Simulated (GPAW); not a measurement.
Consider NaHCO2 (C2/c).

```xyz
10
Lattice="3.1513 -3.4540 0.0000 3.1513 3.4540 0.0000 -2.7556 0.0000 5.5926" Properties=species:S:1:pos:R:3 pbc="T T T"
Na    2.4624   -2.5043    1.3981
Na    1.0846    2.5043    4.1944
O     1.4033    2.1272    1.7879
O     3.5214    2.1272    1.0084
O     0.0256   -2.1272    4.5842
O     2.1436   -2.1272    3.8047
C     2.4624    1.5434    1.3981
C     1.0846   -1.5434    4.1944
H     2.4624    0.4303    1.3981
H     1.0846   -0.4303    4.1944
```

Absorber: atom 1, with 2 O at 2.43 Å, 2 O at 2.46 Å and 2 O at 2.54 Å (6-fold, site symmetry 2). Method: GPAW, LDA, full core hole (charged cell), 10-atom cell with 4.7 Å between holes, 5×5×4 k points, dipole transitions, Gaussian full width 0.9 eV up to 4 eV, rising linearly to 3.5 eV at 25 eV.

Q: Where do the maxima of the Na K edge fall?

Main maxima up to 24 eV above the zero (height): 0.6 eV (0.30), 3.6 eV (2.31) and 7.7 eV (1.81). A K edge sees empty p states on the absorber. The total-energy difference plus the lowest empty eigenvalue puts the zero at 1077.39 eV. One term is added: -11.92 eV, since the hole is spin-paired here and a spin-polarised one costs that much less in the free atom (computed apart). The photon energy is then 1065.47 eV. The tabulated edge of the element is 1070.8 eV. The functional and the charged cell's background leave an error in such absolute values: in the free atom LDA prices this hole 5.9 eV below PBE (computed apart), and PBE is itself good to a few eV.

The Na K spectrum (energy from the lowest empty level; intensity scaled to a mean of 1 over the first 20 eV; polarised curves are means over the symmetry-equivalent atoms):

```csv
E (eV),isotropic,ε ∥ x,ε ∥ y,ε ∥ z
-2.0,0.00,0.00,0.00,0.00
-1.5,0.00,0.00,0.00,0.00
-1.0,0.00,0.00,0.00,0.00
-0.5,0.04,0.02,0.06,0.05
0.0,0.20,0.08,0.23,0.30
0.5,0.30,0.13,0.25,0.52
1.0,0.29,0.19,0.27,0.40
1.5,0.24,0.20,0.38,0.15
2.0,0.48,0.49,0.76,0.20
2.5,1.31,1.43,1.72,0.79
3.0,2.04,1.97,2.50,1.66
3.5,2.31,2.35,2.37,2.21
4.0,2.18,3.03,1.35,2.16
4.5,1.76,2.51,0.94,1.83
5.0,1.44,1.71,0.76,1.87
5.5,1.23,1.19,0.83,1.66
6.0,1.16,0.84,1.35,1.29
6.5,1.34,0.74,2.04,1.24
7.0,1.61,0.88,2.54,1.42
7.5,1.79,1.18,2.66,1.54
8.0,1.79,1.54,2.39,1.43
8.5,1.70,1.89,1.92,1.29
9.0,1.61,2.01,1.54,1.29
9.5,1.50,1.78,1.34,1.37
10.0,1.32,1.34,1.19,1.44
10.5,1.13,0.92,1.02,1.46
11.0,0.98,0.67,0.85,1.42
11.5,0.88,0.60,0.72,1.30
12.0,0.80,0.63,0.64,1.13
12.5,0.75,0.71,0.57,0.99
13.0,0.72,0.77,0.51,0.89
13.5,0.70,0.81,0.46,0.82
14.0,0.66,0.81,0.41,0.76
14.5,0.63,0.79,0.39,0.70
15.0,0.59,0.76,0.39,0.63
15.5,0.56,0.72,0.38,0.58
16.0,0.53,0.66,0.37,0.54
16.5,0.49,0.60,0.35,0.51
17.0,0.46,0.55,0.34,0.48
17.5,0.44,0.53,0.33,0.45
18.0,0.43,0.53,0.33,0.43
18.5,0.44,0.55,0.34,0.43
19.0,0.45,0.57,0.36,0.43
19.5,0.46,0.57,0.38,0.43
20.0,0.47,0.57,0.41,0.43
20.5,0.48,0.55,0.45,0.43
21.0,0.48,0.53,0.49,0.42
21.5,0.48,0.52,0.53,0.40
22.0,0.48,0.50,0.56,0.39
22.5,0.48,0.49,0.57,0.37
23.0,0.47,0.48,0.56,0.36
23.5,0.46,0.48,0.56,0.36
24.0,0.46,0.47,0.55,0.36
24.5,0.46,0.47,0.56,0.36
25.0,0.47,0.46,0.57,0.37
25.5,0.47,0.45,0.59,0.38
26.0,0.48,0.44,0.61,0.39
26.5,0.49,0.43,0.63,0.41
27.0,0.50,0.42,0.65,0.44
27.5,0.51,0.40,0.67,0.46
28.0,0.52,0.39,0.67,0.49
28.5,0.52,0.39,0.67,0.51
29.0,0.52,0.39,0.65,0.53
29.5,0.52,0.40,0.62,0.54
30.0,0.52,0.42,0.59,0.55
30.5,0.52,0.44,0.56,0.56
31.0,0.52,0.46,0.53,0.56
31.5,0.52,0.48,0.52,0.57
```

The holes are only 4.7 Å apart, so the shape is probably not converged with cell size; no larger cell was run here. The mesh is coarse (0.29 Å⁻¹ between points), so small maxima may be mesh ripples. Lifetime broadening is put in by hand, and intensities beyond about 20 eV depend on it and on the partial waves; weight that the partial waves miss at high energy is lost. The structure is a computed Materials Project entry and may be a hypothetical form.

[Banner, clock and machine lines of the logs are left out without a mark of their own.]

[Logs are printed without paths, hosts, clocks, repeated set-up lines and the standing remarks that a program may print on its own settings, such as how far it seeks lower states.]

[Hosts, paths, dates, database ids (printed as entryN), source tags and the programs' standing remarks are cut or masked in the printed files.]

[Lists of maxima count a maximum above −3 eV only where it reaches 4 % of the highest in the window and stands out from its surroundings by 2 % of it (1.5 % where it reaches 55 %); shoulders and weaker maxima are passed over, and of the rest the first, up to two pre-edge ones and the few strongest are named.]
